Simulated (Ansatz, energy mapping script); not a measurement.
# VSe in a distorted zinc-blende structure: J from the energies of magnetic orders

How strongly do the moments of VSe in a distorted zinc-blende structure couple under PBE+U (0.64 eV)? The plan is to run several orders and fit a Heisenberg model.

Program: Ansatz 0.2.0. Level of theory: PBE with U = 0.64 eV on V d, ortho-atomic projectors; plane waves, U on orthogonalised atomic orbitals unless named otherwise, collinear spin, no spin–orbit coupling. Results are calculated unless marked as measured.

## 1. Set-up

Symmetry: R3m, No. 160, trigonal system. Conventional cell: a = 4.189 Å, b = 4.189 Å, c = 9.684 Å, α = 90.00°, β = 90.00°, γ = 120.00°. V has 4 Se at 2.52 to 2.53 Å nearest. Nearest to Se lie 4 V at 2.52 to 2.53 Å. zincblende prototype, lattice guessed from radii. Farther neighbours and most contacts between anions are not listed.

This cell was built for the study (zincblende prototype, lattice guessed from radii), not taken from an experiment; the compound need not form in this structure.

The cell was relaxed beforehand in Ansatz under PBEsol with U = 3.2 eV on V d, ortho-atomic projectors, from parallel moments.

A Hubbard U penalises fractional filling of the shell. It raises the cost of virtual hops to the neighbours, so couplings that rest on such hops usually weaken.

## 2. A first run with parallel moments

One run in the crystal's own cell, under PBE with U = 2.56 eV on V d, ortho-atomic projectors, shows which elements keep a moment. Transition or f elements with 0.3 μB or more enter the spin model; moments induced on other atoms do not.

Contents of input.yaml:

```yaml
crystal:
  lattice:
    - [0.0, 2.961721555, 2.961721555]
    - [2.850924394, 0.110797161, 2.850924394]
    - [2.961721555, 2.961721555, 0.0]
  atoms:
    - { symbol: V, position: [0.994351903, 0.016944291, 0.994351903], spin: 2.0 }
    - { symbol: Se, position: [0.255648097, 0.233055709, 0.255648097] }
magnetization:
  spin_polarized: true
kpoints:
  mp_grid: { grid: [8, 8, 8] }
hamiltonian:
  xc: pbe
  hubbard:
    sites: [{ species: V, l: d, u_eff: 2.56 }]
    projectors: ortho-atomic
scf:
  occupations: { method: fermi_dirac, width: 0.05 }
output:
  eigenvalues: true
```

Run with:

```
ansatz run input.yaml --threads 4 --pin off --max-ram 8192MiB --backend cpu --events-out ev --progress --plain --runs-dir out
```

Numbers of over 12 decimals in the logs are rounded to 6 here.

The log of the run:

```text
Engine: ansatz 0.2.0, aarch64-unknown-linux-gnu
Pseudopotentials: kind: paw
Pseudopotential: V, paw, valence charge 13, recommended cutoff 420 eV (normal), V.paw.azcp
Pseudopotential: Se, paw, valence charge 16, recommended cutoff 420 eV (normal), Se.paw.azcp
Functional definition: PBE
  parameter kappa = 0.804
  parameter beta = 0.066725
  exchange = pbe_x(kappa = kappa, mu = beta*pi^2/3)
  correlation = pbe_c(beta = beta)
Crystal: 2 atoms, lattice volume = 49.044 Å³
Basis set: ecut = 420 eV, 941 PW (Γ)
Bands: 20, of which v1, the nominal top of the filled ones, is band 15 counted from 1 (14 counted from 0)
Symmetry: 6 space group operations
Space group: R3m (ITA 160), of the structure as read, at distance tolerance 3.7e-5 Å
Magnetic group: BNS 160.65 (UNI 1295), of the structure as read, at distance tolerance 3.7e-5 Å
k-points: 65 of 512 (time reversal used)
Non-local potential: V, projectors of the file, l = 0: 3, l = 1: 2, l = 2: 3, l = 3: 1
Non-local potential: Se, projectors of the file, l = 0: 2, l = 1: 2, l = 2: 3, l = 3: 1
PAW form: soft (Blöchl's): semilocal exchange-correlation on the pseudo side does not see the compensation charge
PAW one-centre angular grid: V, 590 points (default); XC on 64 Gauss nodes
PAW one-centre angular grid: Se, 590 points (default); XC on 64 Gauss nodes
Initial density: superposition of atomic densities (chi_scale 0.1, normalization cell, long waves kept (reshape's long-wave potential 0.00 eV rms))
Starting moments: Σ|m| = 2 μB on 1 of 2 sites
Initial wavefunctions: pseudopotential atomic-orbital guess
Functional: x = pbe(κ = 0.804, μ = 0.219515), c = pbe(β = 0.066725)
SCF iter   1: F=—  HF=-8381.901653 eV  |F-HF|=—  |Δ(HF+E_count)|=         —  Δρ=1.27e-1 (↑1.27e-1 ↓3.00e-2)  dr2=1.49e1  dr2_m=1.36e0  M=3.000 μB ∫|m|=3.621 μB  β_m=1.00  ethr=3.10e-3  ⟨swp⟩=5.0  Hψ=10445  notcnv=0
preconditioner: auto → Kerker (q_TF=auto, 2.500 Å⁻¹)  [metal: Δε(μ)=0.028 eV  Ē_g=7.180 eV  σ=0.050 eV  W_gap=0.14  n_scr=14 (ndim 8)  ℏωp=17.6 eV  f_vac=0.002  D(μ)=1.00/eV (n_scr^D=6)]
spin=Collinear: Kerker preconditioning applied to the charge; magnetization (m = ρ↑ − ρ↓) channel mixes plain (no charge-response kernel on spin).
SCF iter   2: F=—  HF=-8380.255998 eV  |F-HF|=—  |Δ(HF+E_count)|=    1.65e0  Δρ=2.27e-2 (↑2.27e-2 ↓2.27e-2)  dr2=1.41e0  dr2_m=3.11e-2  M=3.000 μB ∫|m|=3.561 μB  β_m=1.00  ethr=3.10e-3  ⟨swp⟩=2.9  Hψ=6170  notcnv=0  defer=85
SCF iter   3: F=—  HF=-8380.321932 eV  |F-HF|=—  |Δ(HF+E_count)|=   6.59e-2  Δρ=1.62e-2 (↑1.62e-2 ↓1.12e-2)  dr2=3.15e-1  dr2_m=1.74e-2  M=3.000 μB ∫|m|=3.493 μB  β_m=0.30  ethr=3.10e-3  ⟨swp⟩=2.1  Hψ=3706  notcnv=0  defer=85
[...]
SCF iter  16: F=—  HF=-8380.532396 eV  |F-HF|=—  |Δ(HF+E_count)|=   3.84e-6  Δρ=3.47e-5 (↑3.47e-5 ↓9.29e-6)  dr2=7.31e-7  dr2_m=1.13e-7  M=3.000 μB ∫|m|=3.372 μB  β_m=0.98  ethr=4.44e-9  ⟨swp⟩=2.0  Hψ=4413  notcnv=0  defer=81
SCF iter  17: F=-8380.532396 eV  HF=-8380.532396 eV  |F-HF|=6.25e-8  |Δ(HF+E_count)|=   4.66e-7  Δρ=7.59e-6 (↑7.59e-6 ↓3.64e-6)  dr2=4.89e-8  dr2_m=4.85e-9  M=3.000 μB ∫|m|=3.372 μB  ethr=3.45e-10  ⟨swp⟩=3.9  Hψ=8923  notcnv=0
SCF 1 converged in 17 iterations: F = -8380.532396 eV  dr2 = 4.89e-8
[...]
Symmetry: 2 space group operations
k-points: 150 of 512 (time reversal used)
[...]
Starting moments: Σ|m| = 2 μB on 1 of 2 sites; this step starts from the density that it was given
[...]
spin=Collinear: Kerker preconditioning applied to the charge; magnetization (m = ρ↑ − ρ↓) channel mixes plain (no charge-response kernel on spin).
[...]
an SCF along what the orbitals of the run's state read of its open shells (or to have them read: on a GPU, or by another smearing), with 4 of the crystal's symmetry operations given up (150 k-points in place of 65), reached no lower state that the run goes on to. This is no proof of a minimum
SCF converged after 17 iterations
Magnetization: 3.0000 μB (16.0000 up, 13.0000 down)
Absolute magnetization: 3.3580 μB (∫|ρ↑−ρ↓|, with the PAW one-centre terms)
Spin contamination: 0.0796 ħ² per cell (⟨S²⟩ above its minimum at these occupations)
Per-site moments (μB) at R_I (Å): [(2.534555, 1.038199), (-0.143934, 1.038199)]
Free energy (F): -8380.532396 eV
Harris-Foulkes:  -8380.532396 eV  (|F-HF|=6.25e-8)
Internal energy: -8380.523058 eV  (E = F + TS)
E sigma→0 (E₀):  -8380.527727 eV
Entropy (-TS):   -0.009339 eV (-4.669 meV/atom)
Fermi energy:    8.744129 eV
--- Per-component energies (eV) ---
  E_band       = -635.909052
  E_kinetic    = 453.343865
  E_local      = -4010.816098  (includes V_loc(G=0)·N_el)
  E_nonlocal   = -635.006407
  E_hartree    = 1902.097679
  E_xc         = -232.947415
  E_vxc        = -261.188739  (∫ρ·V_xc dr)
  E_hubbard    = 1.323288  (on-site DFT+U / exact-exchange correction)
  E_vhub       = -2.144541  (the Hubbard potential's part of the band-sum identity)
  E_paw        = -3028.060750  (= ΣΔE_a)
  E_vpaw       = 15.709006  (= ΣTr[D̂ρ^β])
  E_aug_tail   = -0.000283  (compensation charges beyond the density's cutoff)
  E_ewald      = -2830.456938
  E_smearing   = -0.009339  (= −TS)
  E_closure    = -0.000000  (closes the sum)
  Σ components = -8380.532396   (vs F -8380.532396, Δ=0.00e0)
--- Band table (eV; the first three rows and the last of 130) ---
  k-point 0 ↑: bands = [... 11 lower, 4.6713, 5.4835, 6.5918, 6.5918, 9.5673, 10.9722, 10.9722, 11.4455, ... 1 higher]
  k-point 1 ↑: bands = [... 11 lower, 4.7056, 5.4115, 6.5936, 6.6414, 9.6912, 10.7307, 10.7838, 11.3539, ... 1 higher]
  k-point 2 ↑: bands = [... 11 lower, 4.7712, 5.2997, 6.6538, 6.8069, 9.0890, 10.1827, 10.8562, 11.4830, ... 1 higher]
  k-point 64 ↓: bands = [... 11 lower, 4.7333, 5.7557, 9.9683, 11.2204, 11.4641, 12.2839, 12.4834, 14.5208, ... 1 higher]
Occupation matrices written to <dir>
```

Elapsed: 30 s, on 4 threads of Arm Neoverse V1, shared host; peak memory 1 GiB; 1.8 min of CPU time.

Reading the cycles: dr2 is the Hartree energy of the density residual (eV), the measure of convergence; HF is the Harris–Foulkes estimate of the energy, which meets the free energy F at convergence.

Spin moment in the sphere by atom:

```tsv
atom	spin moment in the sphere (μB)
V1	2.53
Se2	-0.14
```

The run ends ferromagnetic; V carries the moments.

## 3. Seed run in the crystal's own cell

A corrected shell can settle in several orbital fillings. One parallel run, with an occupation width a fifth wider than the orders use, therefore is to supply the occupation matrices. All orders start from them.

input.yaml, the sections that differ from step 2:

```yaml
kpoints:
  mp_grid: { grid: [12, 12, 12] }
hamiltonian:
  xc: pbe
  hubbard:
    sites: [{ species: V, l: d, u_eff: 0.64 }]
    projectors: ortho-atomic
scf:
  occupations: { method: fermi_dirac, width: 0.06 }
# crystal, magnetization, output: as in step 2
```

The log of the run:

```text
[...]
Crystal: 2 atoms, lattice volume = 49.044 Å³
Basis set: ecut = 420 eV, 941 PW (Γ)
Bands: 20, of which v1, the nominal top of the filled ones, is band 15 counted from 1 (14 counted from 0)
Symmetry: 6 space group operations
[...]
k-points: 189 of 1728 (time reversal used)
[...]
Starting moments: Σ|m| = 2 μB on 1 of 2 sites
[...]
SCF iter   1: F=—  HF=-8383.748518 eV  |F-HF|=—  |Δ(HF+E_count)|=         —  Δρ=1.27e-1 (↑1.27e-1 ↓4.08e-2)  dr2=1.79e1  dr2_m=1.04e0  M=2.988 μB ∫|m|=3.369 μB  β_m=1.00  ethr=3.10e-3  ⟨swp⟩=4.7  Hψ=30121  notcnv=0
[...]
SCF iter  14: F=-8381.640702 eV  HF=-8381.640702 eV  |F-HF|=1.92e-8  |Δ(HF+E_count)|=   4.51e-7  Δρ=7.10e-6 (↑7.10e-6 ↓4.09e-6)  dr2=5.77e-8  dr2_m=3.30e-9  M=2.999 μB ∫|m|=3.293 μB  ethr=3.45e-10  ⟨swp⟩=2.4  Hψ=22908  notcnv=0
SCF 1 converged in 14 iterations: F = -8381.640702 eV  dr2 = 5.77e-8
[...]
SCF converged after 14 iterations
Magnetization: 2.9993 μB (15.9996 up, 13.0004 down)
Absolute magnetization: 3.2802 μB (∫|ρ↑−ρ↓|, with the PAW one-centre terms)
[...]
Per-site moments (μB) at R_I (Å): [(2.457094, 1.038199), (-0.113851, 1.038199)]
Free energy (F): -8381.640702 eV
[...]
Internal energy: -8381.621974 eV  (E = F + TS)
E sigma→0 (E₀):  -8381.631338 eV
Entropy (-TS):   -0.018728 eV (-9.364 meV/atom)
Fermi energy:    8.898669 eV
[...]
--- Band table (eV; the first three rows and the last of 378) ---
  k-point 0 ↑: bands = [... 11 lower, 4.7660, 5.1528, 7.5343, 7.5343, 9.5094, 10.9920, 11.1080, 11.1080, ... 1 higher]
  k-point 1 ↑: bands = [... 11 lower, 4.7870, 5.1425, 7.5222, 7.5346, 9.6408, 10.8215, 11.0010, 11.0899, ... 1 higher]
  k-point 2 ↑: bands = [... 11 lower, 4.8434, 5.1408, 7.4996, 7.5482, 9.6779, 10.6333, 10.7234, 11.0858, ... 1 higher]
  k-point 188 ↓: bands = [... 11 lower, 4.7841, 5.5370, 9.4744, 10.2346, 11.0050, 11.3629, 11.8829, 14.8952, ... 1 higher]
Occupation matrices written to <dir>
```

Elapsed: 15 s, on 4 threads; peak memory 0.68 GiB.

Numbers from this step:

- final state: ferromagnetic
- electrons in the corrected shells: 3.805 e
- largest moment: 2.457 μB

## 4. Run 1 (parallel; cell A, 4 atoms)

The parallel order is the zero of energy for this cell and mesh.

Contents of input.yaml:

```yaml
crystal:
  lattice:
    - [-0.110797161, -2.850924394, 2.850924394]
    - [0.0, -2.961721555, -2.961721555]
    - [5.812645949, 0.110797161, -0.110797161]
  atoms:
    - { symbol: V, position: [0.011296194, 0.0, 0.005648097], spin: 2.0 }
    - { symbol: V, position: [0.511296194, 0.5, 0.505648097], spin: 2.0 }
    - { symbol: Se, position: [0.488703806, 0.0, 0.744351903] }
    - { symbol: Se, position: [0.988703806, 0.5, 0.244351903] }
magnetization:
  spin_polarized: true
kpoints:
  mp_grid: { grid: [10, 9, 7] }
hamiltonian:
  xc: pbe
  hubbard:
    sites:
      - { species: V, l: d, u_eff: 0.64 }
      - { site: 0, l: d, u_eff: 0.64, starting_ns: [{ spin: up, occupation_matrix: v1_major }, { spin: down, occupation_matrix: v1_minor }] }
      - { site: 1, l: d, u_eff: 0.64, starting_ns: [{ spin: up, occupation_matrix: v1_major }, { spin: down, occupation_matrix: v1_minor }] }
    projectors: ortho-atomic
    occupation_matrices:
      v1_major:
        matrix:
          - [0.904, -0.01, 0.01, 0.0, 0.02]
          - [-0.01, 0.54, 0.025, -0.018, -0.025]
          - [0.01, 0.025, 0.54, -0.018, 0.025]
          - [0.0, -0.018, -0.018, 0.904, 0.0]
          - [0.02, -0.025, 0.025, 0.0, 0.54]
      v1_minor:
        matrix:
          - [0.039, 0.002, -0.002, 0.0, -0.005]
          - [0.002, 0.1, -0.003, 0.004, 0.003]
          - [-0.002, -0.003, 0.1, 0.004, -0.003]
          - [0.0, 0.004, 0.004, 0.039, 0.0]
          - [-0.005, 0.003, -0.003, 0.0, 0.1]
scf:
  occupations: { method: fermi_dirac, width: 0.05 }
output:
  eigenvalues: true
  write_density: true
  write_potential: true
  elf: true
  volumetric_format: npy
```

The log of the run:

```text
Warning: crystal.symmetry: narrowed to the stabiliser of the occupation matrices — unitary ops 4 → 2; lowered by the specified shells (site 0, l: d), (site 1, l: d); largest admitted image defect 4.4e-16, smallest excluded 6.8e-4 — at a rounding scale rather than a splitting's, so precision (not physics) most likely lowered the group: (i) a fixed point transcribed at too few decimals — re-emit the block at full precision (to 7 decimals or more, rounded to nearest) from a symmetrised source (a converged report's `n_mat` / `n_mat_spinor`) (of a frozen-density pass: in the run whose state it reads); [rest of the remark cut]
[...]
Crystal: 4 atoms, lattice volume = 98.087 Å³
Basis set: ecut = 420 eV, 1887 PW (Γ)
Bands: 38, of which v1, the nominal top of the filled ones, is band 29 counted from 1 (28 counted from 0)
Symmetry: 2 space group operations
k-points: 316 of 630 (time reversal used)
[...]
Starting moments: Σ|m| = 4 μB on 2 of 4 sites
[...]
SCF iter   1: F=—  HF=-16767.748277 eV  |F-HF|=—  |Δ(HF+E_count)|=         —  Δρ=1.29e-1 (↑1.29e-1 ↓4.05e-2)  dr2=3.65e1  dr2_m=2.19e0  M=5.996 μB ∫|m|=6.805 μB  β_m=1.00  ethr=3.10e-3  ⟨swp⟩=5.5  Hψ=80070  notcnv=0  defer=18
[...]
SCF iter  15: F=-16763.275069 eV  HF=-16763.275069 eV  |F-HF|=3.92e-9  |Δ(HF+E_count)|=   2.84e-8  Δρ=1.46e-6 (↑1.46e-6 ↓1.14e-6)  dr2=7.45e-9  dr2_m=2.24e-10  M=5.999 μB ∫|m|=6.589 μB  ethr=1.72e-10  ⟨swp⟩=5.5  Hψ=54959  notcnv=0
SCF 1 converged in 15 iterations: F = -16763.275069 eV  dr2 = 7.45e-9
[...]
SCF converged after 15 iterations
Magnetization: 5.9995 μB (31.9997 up, 26.0003 down)
Absolute magnetization: 6.5627 μB (∫|ρ↑−ρ↓|, with the PAW one-centre terms)
[...]
Per-site moments (μB) at R_I (Å): [(2.457708, 1.038199), (2.457708, 1.038199), (-0.114099, 1.038199), (-0.114099, 1.038199)]
Free energy (F): -16763.275069 eV
[...]
Internal energy: -16763.247684 eV  (E = F + TS)
E sigma→0 (E₀):  -16763.261377 eV
Entropy (-TS):   -0.027385 eV (-6.846 meV/atom)
Fermi energy:    8.902775 eV
[...]
--- Specified on-site occupations, and those of the state reported ---
  electrons in the specified blocks: 7.6120 specified, 7.6097 found
  site 0 (l=d) ↑: largest change of an orbital's occupation 0.0023; electrons 3.4280 specified, 3.4277 found; spectral distance 0.0027
[...]
site 0 (l=d) ↓: largest change of an orbital's occupation 0.0012; electrons 0.3780 specified, 0.3772 found; spectral distance 0.0014
[...]
--- Band table (eV; the first three rows and the last of 632) ---
  k-point 0 ↑: bands = [... 25 lower, 5.3264, 7.3824, 7.5352, 7.5354, 7.8942, 7.8948, 8.6883, 8.8416, ... 5 higher]
  k-point 1 ↑: bands = [... 25 lower, 5.3029, 7.2725, 7.5034, 7.5520, 7.8749, 8.1713, 8.7848, 8.9570, ... 5 higher]
  k-point 2 ↑: bands = [... 25 lower, 5.2437, 7.1873, 7.4163, 7.5994, 7.8222, 8.7015, 9.0585, 9.2865, ... 5 higher]
  k-point 315 ↓: bands = [... 25 lower, 5.5683, 9.1878, 9.2081, 10.4184, 10.4763, 10.9467, 10.9573, 11.1364, ... 5 higher]
Occupation matrices written to <dir>
```

Run time: 1.9 min. Hardware: 4 threads; peak memory 1.9 GiB.

Spin moment in the sphere by atom:

```tsv
atom	spin moment in the sphere (μB)
V1	2.46
V2	2.46
Se3	-0.11
Se4	-0.11
```

The run ends ferromagnetic.

Spin density in the ac plane at fractional y = 0.500, with atoms of V and Se within 0.2 Å of it.

Ten even steps from '0' (0.0 e/Å³) to '9' (2.9 e/Å³), each cell a mean:
```
00000000000000
00000000000000
00000000000000
00000000000000
00000000000000
00000000000000
00000001000000
00000013200000
00000147410000
00000279620000
00000157410000
00000023200000
00000011000000
00000000000000
00000000000000
00000000000000
00000000000000
00000000000000
00000000000000
00000000000000
```
Columns run along a (4.0 Å), rows up along c (5.8 Å). Atoms in or near the plane, at fractional coordinates: V at (0.51, 0.51), Se at (0.99, 0.24).

ELF in the ac plane at fractional y = 0.500, with atoms of V and Se within 0.2 Å of it. It is the smooth field of the valence electrons, not physical close to the nuclei.

Ten even steps from '0' (0.01) to '9' (0.82), each cell a mean:
```
43210000000134
21000000000011
00000000000000
00000001100000
00001111111000
00000112110000
11000134310001
11101368740001
32112699972012
55313798983135
88632689862378
99852378632699
89994234226999
57997322249986
14998421369962
25897411379973
78986300258987
99874100147899
98752000025789
76531000002467
```
Columns run along a (4.0 Å), rows up along c (5.8 Å). Atoms in or near the plane, at fractional coordinates: V at (0.51, 0.51), Se at (0.99, 0.24).

(Part 1 of 3 ends here.)

[Logs and program files are shortened in this print: banners, set-up blocks, solver, clock and traceback lines can be left out without a mark of their own.]

[Logs are printed without paths, hosts, clocks, repeated set-up lines and the standing remarks that a program may print on its own settings, such as how far it seeks lower states.]

[Hosts, paths, dates, database ids (printed as entryN), source tags and the programs' standing remarks are cut or masked in the printed files.]

[Where a cell is said to come from a database of computed structures, the database is the Materials Project.]
